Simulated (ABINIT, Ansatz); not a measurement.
# Quasiparticle gap of BaTiO3 (P4mm) in ABINIT

Aim: the G0W0 gap of BaTiO3 (P4mm) on PBE, step by step.

Method: PBE and many-body steps on it, plane waves, in ABINIT 10.8.3.

## (1) The starting structure

Symmetry: P4mm, No. 99, tetragonal system. The conventional cell has a = 3.990 Å, b = 3.990 Å, c = 4.023 Å, α = 90.00°, β = 90.00°, γ = 90.00°. Ba has 12 O at 2.80 to 2.87 Å nearest. Ti has 6 O at 1.84 to 2.18 Å nearest. Nearest to O lie 2 Ti at 1.84 to 2.18 Å and 4 Ba at 2.82 Å. Nearest to O lie 2 Ti at 2.00 Å and 4 Ba at 2.80 to 2.87 Å. Farther neighbours and most contacts between anions are not listed.

The cell and positions come from the Crystallography Open Database and are kept as given unless a step says otherwise. Spin-orbit coupling is left out unless a step names it.

## (2) Ground state

This step: ABINIT 10.8.3; DFT, PBE, plane waves, norm-conserving pseudopotentials.

The ground-state density comes first.

Contents of run.abi:

```
acell 3*1.0 Angstrom
rprim 
  3.990480000000 0.000000000000 0.000000000000
  0.000000000000 3.990480000000 0.000000000000
  0.000000000000 0.000000000000 4.023030000000
ntypat 3
znucl 56 22 8
natom 5
typat 1 2 3 3 3
xred 
  0.000000000000 0.000000000000 0.000000000000
  0.500000000000 0.500000000000 0.522000000000
  0.500000000000 0.500000000000 0.979000000000
  0.500000000000 0.000000000000 0.488000000000
  0.000000000000 0.500000000000 0.488000000000
pp_dirpath "pseudos"
pseudos "Ba.upf, Ti.upf, O.upf"
ecut 38
ngkpt 6 6 6
nshiftk 1
shiftk 0 0 0
kptopt 1
chksymbreak 0
nband 26
occopt 1
tolvrs 1e-10
nstep 60
prtwf 0
optforces 0
optstress 0
indata_prefix "in"
outdata_prefix "out"
tmpdata_prefix "tmp"
```

Started as:

```console
$ OMP_NUM_THREADS=1 mpirun -n 4 abinit run.abi > log
```

Numbers of over 12 decimals in the logs are rounded to 6 here.

The log of the run:

```text
.Version 10.8.3 of ABINIT. v10.8.2 released Aug 2026.

 Symmetries : space group P4 m m (# 99); Bravais tP (primitive tetrag.)
================================================================================
 Values of the parameters that define the memory need of the present run
     intxc =       0    ionmov =       0      iscf =       7    lmnmax =       6
     lnmax =       6     mgfft =      45  mpssoang =       3    mqgrid =    3001
     natom =       5  nloc_mem =       1    nspden =       1   nspinor =       1
    nsppol =       1      nsym =       8    n1xccc =    2501    ntypat =       3
    occopt =       1   xclevel =       2
-    mband =          26        mffmem =           1         mkmem =          10
       mpw =        4860          nfft =       91125          nkpt =          40
================================================================================
  Rough estimation (10% accuracy) of disk space for files :
================================================================================

--------------------------------------------------------------------------------
------------- Echo of variables that govern the present computation ------------
--------------------------------------------------------------------------------
 -outvars: echo values of preprocessed input variables --------
            acell      1.8897261259E+00  1.8897261259E+00  1.8897261259E+00 Bohr

      chksymbreak           0
             ecut      3.80000000E+01 Hartree
-          fftalg         312

              ixc     -101130
              kpt      0.00000000E+00  0.00000000E+00  0.00000000E+00
                       1.66666667E-01  0.00000000E+00  0.00000000E+00
                       3.33333333E-01  0.00000000E+00  0.00000000E+00
                       5.00000000E-01  0.00000000E+00  0.00000000E+00
                       1.66666667E-01  1.66666667E-01  0.00000000E+00
                       3.33333333E-01  1.66666667E-01  0.00000000E+00
                       5.00000000E-01  1.66666667E-01  0.00000000E+00
                       3.33333333E-01  3.33333333E-01  0.00000000E+00
                       5.00000000E-01  3.33333333E-01  0.00000000E+00
   [... 29 further rows ...]
                       5.00000000E-01  3.33333333E-01  5.00000000E-01
                       5.00000000E-01  5.00000000E-01  5.00000000E-01
         kptrlatt        6    0    0      0    6    0      0    0    6
          kptrlen      4.52454859E+01
P           mkmem          10
            natom           5
            nband          26
            ngfft          45      45      45
             nkpt          40
            nstep          60
             nsym           8
           ntypat           3
              occ      2.000000  2.000000  2.000000  2.000000  2.000000  2.000000
                       2.000000  2.000000  2.000000  2.000000  2.000000  2.000000
                       2.000000  2.000000  2.000000  2.000000  2.000000  2.000000
                       2.000000  2.000000  0.000000  0.000000  0.000000  0.000000
                       0.000000  0.000000
        optforces           0
        optstress           0
            prtwf           0
            rprim      3.9904800000E+00  0.0000000000E+00  0.0000000000E+00
[...]
spgroup          99

           tolvrs      1.00000000E-10

             xred      0.0000000000E+00  0.0000000000E+00  0.0000000000E+00
[...]
znucl       56.00000   22.00000    8.00000

================================================================================

 chkinp: Checking input parameters for consistency.

================================================================================
== DATASET  1 ==================================================================
-   mpi_nproc: 4, omp_nthreads: 1 (-1 if OMP is not activated)

--- !DatasetInfo
iteration_state: {dtset: 1, }
dimensions: {natom: 5, nkpt: 40, mband: 26, nsppol: 1, nspinor: 1, nspden: 1, mpw: 4860, }
cutoff_energies: {ecut:  38.0, pawecutdg:  -1.0, }
electrons: {nelect:   4.00000000E+01, charge:   0.00000000E+00, occopt:   1.00000000E+00, tsmear:   1.00000000E-02, }

 Real(R)+Recip(G) space primitive vectors, cartesian coordinates (Bohr,Bohr^-1):
 R(1)=  7.5409143  0.0000000  0.0000000  G(1)=  0.1326099  0.0000000  0.0000000
 R(2)=  0.0000000  7.5409143  0.0000000  G(2)=  0.0000000  0.1326099  0.0000000
 R(3)=  0.0000000  0.0000000  7.6024249  G(3)=  0.0000000  0.0000000  0.1315370
 Unit cell volume ucvol=  4.3231485E+02 bohr^3
 Angles (23,13,12)=  9.00000000E+01  9.00000000E+01  9.00000000E+01 degrees

 getcut: wavevector=  0.0000  0.0000  0.0000  ngfft=  45  45  45
         ecut(hartree)=     38.000   => boxcut(ratio)=   2.08566

--- Pseudopotential description ------------------------------------------------
- Ba Generated using ONCVPSP code by D. R. Hamann
- 56.00000  10.00000  171031                  znucl, zion, pspdat
12 -101130 2 -1 1958                          pspcod,pspxc,lmax,lloc,mmax
     nproj     2     2     2
  pspatm : epsatm=   26.75150155
         --- l  ekb(1:nproj) -->
[...]
pspatm: atomic psp has been read  and splines computed

- Ti Generated using ONCVPSP code by D. R. Hamann
- 22.00000  12.00000  171031                  znucl, zion, pspdat
12 -101130 2 -1 1586                          pspcod,pspxc,lmax,lloc,mmax
     nproj     2     2     2
  pspatm : epsatm=   14.68144553
         --- l  ekb(1:nproj) -->
[...]
pspatm: atomic psp has been read  and splines computed

- O Generated using ONCVPSP code by D. R. Hamann
-  8.00000   6.00000  171031                  znucl, zion, pspdat
12 -101130 2 -1 936                           pspcod,pspxc,lmax,lloc,mmax
     nproj     2     2     1
  pspatm : epsatm=    6.19545534
         --- l  ekb(1:nproj) -->
[...]
2   -1.331955
 pspatm: atomic psp has been read  and splines computed

   2.40077252E+03                                ecore*ucvol(ha*bohr**3)
--------------------------------------------------------------------------------

_setup2: Arith. and geom. avg. npw (full set) are    4836.255    4836.244

================================================================================

--- !BeginCycle
iteration_state: {dtset: 1, }
solver: {iscf: 7, nstep: 60, nline: 4, wfoptalg: 0, }
tolerances: {tolvrs: 1.00E-10, }

     iter   Etot(hartree)      deltaE(h)  residm     vres2
 ETOT  1  -136.75115245054    -1.368E+02 9.889E-02 1.917E+03
 ETOT  2  -127.60723889614     9.144E+00 1.852E-01 3.435E+04
 ETOT  3  -137.29563922784    -9.688E+00 7.455E-02 5.199E+02
 ETOT  4  -137.31512178266    -1.948E-02 1.362E-02 3.335E+02
 ETOT  5  -137.36421187996    -4.909E-02 2.168E-02 1.042E+02
 ETOT  6  -137.37394325638    -9.731E-03 7.313E-03 5.701E+01
 ETOT  7  -137.38442774839    -1.048E-02 2.353E-02 6.831E+00
 ETOT  8  -137.38552180558    -1.094E-03 6.889E-03 1.562E+00
 ETOT  9  -137.38580460696    -2.828E-04 4.046E-03 2.471E-01
 ETOT 10  -137.38585632205    -5.172E-05 6.390E-03 4.527E-03
 ETOT 11  -137.38585726138    -9.393E-07 3.822E-03 5.973E-05
 ETOT 12  -137.38585727248    -1.110E-08 4.984E-03 2.485E-06
 ETOT 13  -137.38585727308    -6.034E-10 7.272E-03 9.587E-08
 ETOT 14  -137.38585727311    -2.095E-11 3.122E-03 1.977E-09
 ETOT 15  -137.38585727310     7.958E-13 1.865E-03 1.240E-10
 ETOT 16  -137.38585727311    -2.530E-12 2.941E-03 1.979E-12

 At SCF step   16       vres2   =  1.98E-12 < tolvrs=  1.00E-10 =>converged.

--- !ResultsGS
iteration_state: {dtset: 1, }
comment   : Summary of ground state results
lattice_vectors:
- [  7.5409143,   0.0000000,   0.0000000, ]
- [  0.0000000,   7.5409143,   0.0000000, ]
- [  0.0000000,   0.0000000,   7.6024249, ]
lattice_lengths: [   7.54091,    7.54091,    7.60242, ]
lattice_angles: [ 90.000,  90.000,  90.000, ] # degrees, (23, 13, 12)
lattice_volume:   4.3231485E+02
convergence: {deltae: -2.530E-12, res2:  1.979E-12, residm:  2.941E-03, diffor:  0.000E+00, }
etotal    :  -1.37385857E+02
entropy   :   0.00000000E+00
fermie    :   2.46877495E-01
cartesian_stress_tensor: null
pressure_GPa: null
xred      :
- [  0.0000E+00,   0.0000E+00,   0.0000E+00, Ba]
- [  5.0000E-01,   5.0000E-01,   5.2200E-01, Ti]
- [  5.0000E-01,   5.0000E-01,   9.7900E-01,  O]
- [  5.0000E-01,   0.0000E+00,   4.8800E-01,  O]
- [  0.0000E+00,   5.0000E-01,   4.8800E-01,  O]
cartesian_forces: null
force_length_stats: {min: null, max: null, mean: null, }

 Integrated electronic density in atomic spheres:
 ------------------------------------------------
 Atom  Sphere_radius  Integrated_density
[...]
================================================================================

 ----iterations are completed or convergence reached----

 Mean square residual over all n,k,spin=   12.653E-06; max=  29.414E-04
 reduced coordinates (array xred) for    5 atoms
       0.000000000000      0.000000000000      0.000000000000
       0.500000000000      0.500000000000      0.522000000000
       0.500000000000      0.500000000000      0.979000000000
       0.500000000000      0.000000000000      0.488000000000
       0.000000000000      0.500000000000      0.488000000000
 rms dE/dt=  0.0000E+00; max dE/dt=  0.0000E+00; dE/dt below (all hartree)
    1       0.000000000000      0.000000000000      0.000000000000
    2       0.000000000000      0.000000000000      0.000000000000
    3       0.000000000000      0.000000000000      0.000000000000
    4       0.000000000000      0.000000000000      0.000000000000
    5       0.000000000000      0.000000000000      0.000000000000

 cartesian coordinates (angstrom) at end:
    1      0.000000     0.000000     0.000000
    2      1.995240     1.995240     2.100022
    3      1.995240     1.995240     3.938546
    4      1.995240     0.000000     1.963239
    5      0.000000     1.995240     1.963239
 length scales=  1.889726125908  1.889726125908  1.889726125908 bohr
              =  1.000000000000  1.000000000000  1.000000000000 angstroms
 prteigrs : about to open file out_EIG
 Fermi (or HOMO) energy (hartree) =   0.24688   Average Vxc (hartree)=  -0.42067
 Eigenvalues (hartree) for nkpt=  40  k points:
 kpt#   1, nband= 26, wtk=  0.00463, kpt=  0.0000  0.0000  0.0000 (reduced coord)
  -1.82902   -0.95838   -0.95571   -0.95571   -0.66700   -0.37437   -0.35146   -0.34702
  -0.12184   -0.12184   -0.12179    0.15967    0.16067    0.16067    0.19522    0.19522
   0.20348    0.23045    0.23326    0.23326    0.31491    0.32841    0.32841    0.40096
   0.42300    0.43021
 prteigrs : prtvol=0 or 1, do not print more k-points.

--- !EnergyTerms
iteration_state     : {dtset: 1, }
comment             : Components of total free energy in Hartree
kinetic             :  6.27812113529147E+01
hartree             :  2.99537990853779E+01
xc                  : -2.80678646837879E+01
Ewald energy        : -1.03492580402229E+02
psp_core            :  5.55329650225250E+00
local_psp           : -1.00807849955633E+02
non_local_psp       : -3.30586917200199E+00
total_energy        : -1.37385857273107E+02
total_energy_eV     : -3.73845962699373E+03
band_energy         : -1.05725584379354E+01

== END DATASET(S) ==============================================================
================================================================================

 -outvars: echo values of variables after computation  --------
           etotal     -1.3738585727E+02
            nband          26
             nkpt          40
          spgroup          99
 [... the other variables as echoed above ...]

 Calculation completed.
```

Run time: 84 s. Hardware: 4 MPI ranks of Arm Neoverse V1, shared host; peak memory 0.38 GiB.

Numbers from this step:

| Property | Result |
| --- | --- |
| total energy | -3738.4596 eV |
| gap | 1.851 eV |
| k of the valence top | 0.5, 0.5, 0.5 |
| k of the conduction bottom | 0, 0, 0 |
| least direct gap | 2.222 eV |

The gap is indirect, with the least direct gap 0.37 eV higher.

(Continued in part 2 of 3.)

[Paths, hosts, dates, memory and timing lines, banners, echoed tables and standing remarks are left out of the program output.]

[Logs are printed without paths, hosts, clocks, repeated set-up lines and the standing remarks that a program may print on its own settings, such as how far it seeks lower states.]

[Runs of the session that timed out or met a known fault of the program may be left out.]

[Hosts, paths, dates, database ids (printed as entryN), source tags and the programs' standing remarks are cut or masked in the printed files.]

[G0W0 gaps are taken among the corrected bands and points alone; a level outside them can change the order at an edge.]

[Where Ansatz stands beside ABINIT at settings called matched, ABINIT's density can come from a denser mesh and the files from another edition; pairs whose starting gaps differed by over 0.03 eV were left out, so agreement reads better than it is.]
